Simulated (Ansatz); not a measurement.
# Electron scattering at the Σ3 (111) boundary in fcc Cu, starting shift (0, 0.5), part 3 of 3

Wanted: what the Σ3 (111) boundary in fcc Cu, starting shift (0, 0.5) costs an interconnect.

Ansatz 0.2.0; Ansatz plane-wave DFT, PBE, PAW files; relaxation of a bicrystal slab with its lowest layers held; PAW set soft_1 (the session's first sound run).

So far. Step 3 (Transmission across the boundary): Over the solved energies the transmission per spin lies between 0.765 and 0.778, out of 0.794 channels of the lead on average (up to 0.800). Step 4 (Specific resistance): Averaged over the energies near the Fermi level, 97.2 % of the channels pass, which makes 0.0262 fΩ m².

### 5. Single-crystal slab for reference

The free faces cost energy too. A single-crystal slab with the same faces and held layers is relaxed, so that they cancel.

This step: Ansatz plane-wave DFT, PBE, PAW files; relaxation of a single-crystal slab with its lowest layers held; PAW set soft_1 (Ansatz 0.2.0).

System of this step: Cu slab, plane (1, 1, 1). The cell holds 10 atoms: 10 Cu. Its edges and angles: a = 2.556 Å, b = 2.556 Å, c = 29.784 Å, α = 90.0°, β = 90.0°, γ = 120.0°. It derives from Cu. Vacuum lies along c.

Contents of input.yaml:

```yaml
crystal:
  lattice:
    - [2.5561627297, 0.0, 0.0]
    - [-1.2780813649, 2.2137018601, 0.0]
    - [0.0, 0.0, 29.7838831619]
  atoms:
    - { symbol: Cu, position: [0.9999999998, 0.9999999999, 0.1678760279] }
    - { symbol: Cu, position: [0.3333333332, 0.6666666665, 0.2379507766] }
    - { symbol: Cu, position: [0.6666666665, 0.3333333332, 0.3080255254] }
    - { symbol: Cu, position: [0.9999999999, 0.9999999999, 0.3781002741] }
    - { symbol: Cu, position: [0.3333333332, 0.6666666666, 0.4481750228] }
    - { symbol: Cu, position: [0.6666666666, 0.3333333333, 0.5182497716] }
    - { symbol: Cu, position: [0.9999999999, 1.0, 0.5883245203] }
    - { symbol: Cu, position: [0.3333333333, 0.6666666666, 0.6583992691] }
    - { symbol: Cu, position: [0.6666666666, 0.3333333333, 0.7284740178] }
    - { symbol: Cu, position: [0.0, 0.0, 0.7985487665] }
kpoints:
  mp_grid: { grid: [10, 10, 1] }
hamiltonian:
  xc: pbe
  pseudopotentials: { kind: paw, azcp: { folder: soft_1 } }
scf:
  occupations: { method: fermi_dirac, width: 0.1 }
relax:
  f_tol: 0.03
  max_steps: 80
  constraints: [{ sites: [0, 1] }]
```

On the command line:

```bash
> ansatz run input.yaml --threads 4 --pin off --max-ram 15360MiB --backend cpu --events-out ev --progress --plain --runs-dir out
```

Numbers of over 12 decimals in the logs are rounded to 6 here.

Output:

```text
Warning: crystal.symmetry: narrowed to the stabiliser of the relax constraints — unitary ops 12 → 6; lowered at sites 0, 1, 8, 9 (the operations that carried what is held of a site onto what its image site leaves free; the constrained walk keeps no symmetry that its constraints do not admit)
[...]
Crystal: 10 atoms, lattice volume = 168.535 Å³
Basis set: ecut = 420 eV, 3357 PW (Γ), exchange–correlation on 36×36×400 points (8 copies of the dense FFT grid, shifted against one another)
Bands: 114, of which v1, the nominal top of the filled ones, is band 95 counted from 1 (94 counted from 0)
Symmetry: 6 space group operations
k-points: 14 of 100 (time reversal used)
[...]
SCF iter   1: F=—  HF=-66259.731862 eV  |F-HF|=—  |Δ(HF+E_count)|=         —  Δρ=2.22e-1  dr2=4.98e1  ethr=3.10e-3  ⟨swp⟩=5.6  Hψ=5538  notcnv=0  defer=39
[...]
SCF iter  10: F=-66250.901254 eV  HF=-66250.901259 eV  |F-HF|=4.99e-6  |Δ(HF+E_count)|=   3.55e-7  Δρ=6.30e-5  dr2=9.34e-6  ethr=1.18e-8  ⟨swp⟩=3.0  Hψ=5575  notcnv=0
SCF 1 converged in 10 iterations: F = -66250.901254 eV  dr2 = 9.34e-6
[...]
relax step   1: F+E_penalty+E_count = -66250.90125400 eV  Δ(F+E_penalty+E_count) = +0.000e0 eV  max|allowed force component| = 5.075e-2 eV/Å  Δτ_max = 0.0000 Å  (10 SCF iters, dr2 threshold 2.25e-5 eV, accepted)
[...]
SCF iter   6: F=-66250.901611 eV  HF=-66250.901611 eV  |F-HF|=7.53e-8  |Δ(HF+E_count)|=   1.24e-8  Δρ=7.74e-6  dr2=7.57e-8  ethr=5.26e-11  ⟨swp⟩=4.1  Hψ=5123  notcnv=0
SCF 2 converged in 6 iterations: F = -66250.901611 eV  dr2 = 7.57e-8
relax step   2: F+E_penalty+E_count = -66250.90161134 eV  Δ(F+E_penalty+E_count) = -3.573e-4 eV  max|allowed force component| = 3.037e-2 eV/Å  Δτ_max = 0.0050 Å  (6 SCF iters, accepted)
SCF iter   1: F=—  HF=-66250.901983 eV  |F-HF|=—  |Δ(HF+E_count)|=         —  Δρ=6.94e-4  dr2=5.39e-4  ethr=3.11e-6  ⟨swp⟩=3.7  Hψ=3016  notcnv=0  defer=115
[...]
SCF iter   7: F=-66250.901804 eV  HF=-66250.901804 eV  |F-HF|=4.62e-8  |Δ(HF+E_count)|=   3.09e-8  Δρ=5.36e-6  dr2=5.00e-8  ethr=5.26e-11  ⟨swp⟩=3.1  Hψ=6127  notcnv=0
SCF 3 converged in 7 iterations: F = -66250.901804 eV  dr2 = 5.00e-8
relax step   3: F+E_penalty+E_count = -66250.90180380 eV  Δ(F+E_penalty+E_count) = -1.925e-4 eV  max|allowed force component| = 4.487e-4 eV/Å  Δτ_max = 0.0079 Å  (7 SCF iters, accepted)
SCF converged after 7 iterations
Free energy (F): -66250.901804 eV
[...]
Internal energy: -66250.780604 eV  (E = F + TS)
E sigma→0 (E₀):  -66250.841204 eV
Entropy (-TS):   -0.121200 eV (-12.120 meV/atom)
Fermi energy:    10.073994 eV
[...]
--- Forces (eV/Å), atoms counted from 1 ---
  atom   1  Cu     0.00000000    -0.00000000     0.02123094
  atom   2  Cu    -0.00000000    -0.00000000    -0.02143376
  atom   3  Cu     0.00000000     0.00000000    -0.00000980
  atom   4  Cu     0.00000000     0.00000000    -0.00001934
  atom   5  Cu     0.00000000     0.00000000    -0.00017751
  atom   6  Cu    -0.00000000    -0.00000000     0.00038159
  atom   7  Cu     0.00000000    -0.00000000     0.00020779
  atom   8  Cu    -0.00000000    -0.00000000     0.00004759
  atom   9  Cu    -0.00000000     0.00000000     0.00017285
  atom  10  Cu    -0.00000000     0.00000000    -0.00044871
  max |Σ_I F_I| component: 4.84e-5 eV/Å
--- Relaxed structure (3 steps of the walk, 3 accepted, 0 SCFs on fresh bases) ---
  F+E_penalty+E_count = -66250.90180380 eV   max|allowed force component| = 4.487e-4 eV/Å
  atoms:
    - { symbol: Cu, position: [1.0, 1.000000, 0.167876] }
    - { symbol: Cu, position: [0.333333, 0.666667, 0.23795077661] }
    - { symbol: Cu, position: [0.666667, 0.333333, 0.307760] }
    - { symbol: Cu, position: [1.0, 1.000000, 0.378013] }
    - { symbol: Cu, position: [0.333333, 0.666667, 0.448126] }
    - { symbol: Cu, position: [0.666667, 0.333333, 0.518459] }
    - { symbol: Cu, position: [1.0, 1.000000, 0.588574] }
    - { symbol: Cu, position: [0.333333, 0.666667, 0.658832] }
    - { symbol: Cu, position: [0.666667, 0.333333, 0.728650] }
    - { symbol: Cu, position: [-2.7859512015189183e-18, -1.386739417044337e-17, 0.798528] }
```

The job ended after 22 s (4 threads of Arm Neoverse V1, shared host; peak memory 0.73 GiB; 85 s of CPU time).

Step by step:

```tsv
step	energy less that of the first step (eV)	largest force component (eV/Å)
1	0.0000	0.0508
2	-0.0004	0.0304
3	-0.0005	0.0004
```

The atoms that moved most (Å):

```tsv
atom	dx	dy	dz	length
Cu8	0.000	0.000	0.013	0.013
Cu3	0.000	0.000	-0.008	0.008
Cu7	0.000	0.000	0.007	0.007
Cu6	0.000	0.000	0.006	0.006
Cu9	0.000	0.000	0.005	0.005
```

The relaxed structure:

```xyz
10
Lattice="2.5562 0.0000 0.0000 -1.2781 2.2137 0.0000 0.0000 0.0000 29.7839" Properties=species:S:1:pos:R:3
Cu    1.2781    2.2137    5.0000
Cu    0.0000    1.4758    7.0871
Cu    1.2781    0.7379    9.1663
Cu    1.2781    2.2137   11.2587
Cu    0.0000    1.4758   13.3469
Cu    1.2781    0.7379   15.4417
Cu    1.2781    2.2137   17.5300
Cu    0.0000    1.4758   19.6226
Cu    1.2781    0.7379   21.7020
Cu    0.0000    0.0000   23.7833
```

This step gave:

- free energy: -66250.9018 eV
- energy at zero smearing: -66250.8412 eV
- Fermi energy: 10.07 eV

The largest force component on a free atom ends at 4.5e-4 eV/Å, under the tolerance of 0.03, after 3 steps.

### 6. Bulk reference

The perfect crystal gives the energy per atom, for the atoms by which bicrystal and slab differ.

This step: Ansatz plane-wave DFT, PBE, PAW files; bulk reference; PAW set soft_1 (Ansatz 0.2.0).

System of this step: Cu. The structure is cubic, space group Fm-3m (No. 225). The conventional cell has a = 3.615 Å, b = 3.615 Å, c = 3.615 Å, α = 90.00°, β = 90.00°, γ = 90.00°. Nearest to Cu lie 12 Cu at 2.56 Å.

input.yaml, the sections that differ from step 5:

```yaml
crystal:
  lattice:
    - [0.0, 1.80748, 1.80748]
    - [1.80748, 0.0, 1.80748]
    - [1.80748, 1.80748, 0.0]
  atoms:
    - { symbol: Cu, position: [0.0, 0.0, 0.0] }
kpoints:
  mp_grid: { grid: [21, 21, 21] }
# hamiltonian, scf: as in step 5
# relax: removed
```

Output:

```text
[...]
Crystal: 1 atoms, lattice volume = 11.810 Å³
Basis set: ecut = 420 eV, 259 PW (Γ)
Bands: 14, of which v1, the nominal top of the filled ones, is band 10 counted from 1 (9 counted from 0)
Symmetry: 48 space group operations
[...]
k-points: 286 of 9261
[...]
SCF iter   1: F=—  HF=-6626.103945 eV  |F-HF|=—  |Δ(HF+E_count)|=         —  Δρ=2.68e-1  dr2=5.09e0  ethr=3.10e-3  ⟨swp⟩=4.9  Hψ=19163  notcnv=0
[...]
SCF iter   7: F=-6625.187333 eV  HF=-6625.187333 eV  |F-HF|=7.64e-11  |Δ(HF+E_count)|=  1.01e-10  Δρ=1.66e-6  dr2=1.97e-10  ethr=5.26e-10  ⟨swp⟩=2.0  Hψ=7881  notcnv=0
SCF 1 converged in 7 iterations: F = -6625.187333 eV  dr2 = 1.97e-10
[...]
SCF converged after 7 iterations
Free energy (F): -6625.187333 eV
[...]
Internal energy: -6625.176373 eV  (E = F + TS)
E sigma→0 (E₀):  -6625.181853 eV
Entropy (-TS):   -0.010960 eV (-10.960 meV/atom)
Fermi energy:    16.384214 eV
[...]
```

Run time: 0.81 s. Hardware: 4 threads; peak memory 0.3 GiB.

Numbers from this step:

- free energy: -6625.1873 eV
- energy at zero smearing: -6625.1819 eV
- Fermi energy: 16.38 eV

### 7. Boundary energy

This step: Ansatz plane-wave DFT, PBE, PAW files; bicrystal less single-crystal slab less bulk atoms, a boundary area; PAW set soft_1 (Ansatz 0.2.0).

Numbers from this step:

| Item | Value |
| --- | --- |
| excess energy of the cell | 0.009774 eV |
| boundary energy | 0.02768 J/m² |

The boundary costs 0.028 J/m², under the few hundredths of a J/m² that differences of such thin slabs resolve.

By hand: 0.00977 eV / 5.659 Å² × 16.02 = 0.0277 J/m².

### 8. Outcome

```json
{
  "specific resistance of the boundary": "0.0262 fΩ m²",
  "share of channels that pass": "0.972",
  "boundary energy": "0.0277 J/m²"
}
```

**Reading.** The boundary has a specific resistance of 0.026 fΩ m² and an energy of 0.028 J/m². The boundary reflects 2.8 % of the channels; 0.026 fΩ m² is 0.26×10⁻¹² Ω·cm². That equals the resistance of 1.5 nm of bulk Cu at 300 K (measured 1.725 µΩ cm, CRC Handbook of Chemistry and Physics, 84th ed., 2003, Electrical Resistivity of Pure Metals). In the relaxation the upper grain slid sideways by about 0.7 Å, so the result belongs to the position that it found, not to the starting one. For this plane that is the coherent twin.

[Logs are printed without paths, hosts, clocks, repeated set-up lines and the standing remarks that a program may print on its own settings, such as how far it seeks lower states.]

[Hosts, paths, dates, database ids (printed as entryN), source tags and the programs' standing remarks are cut or masked in the printed files.]
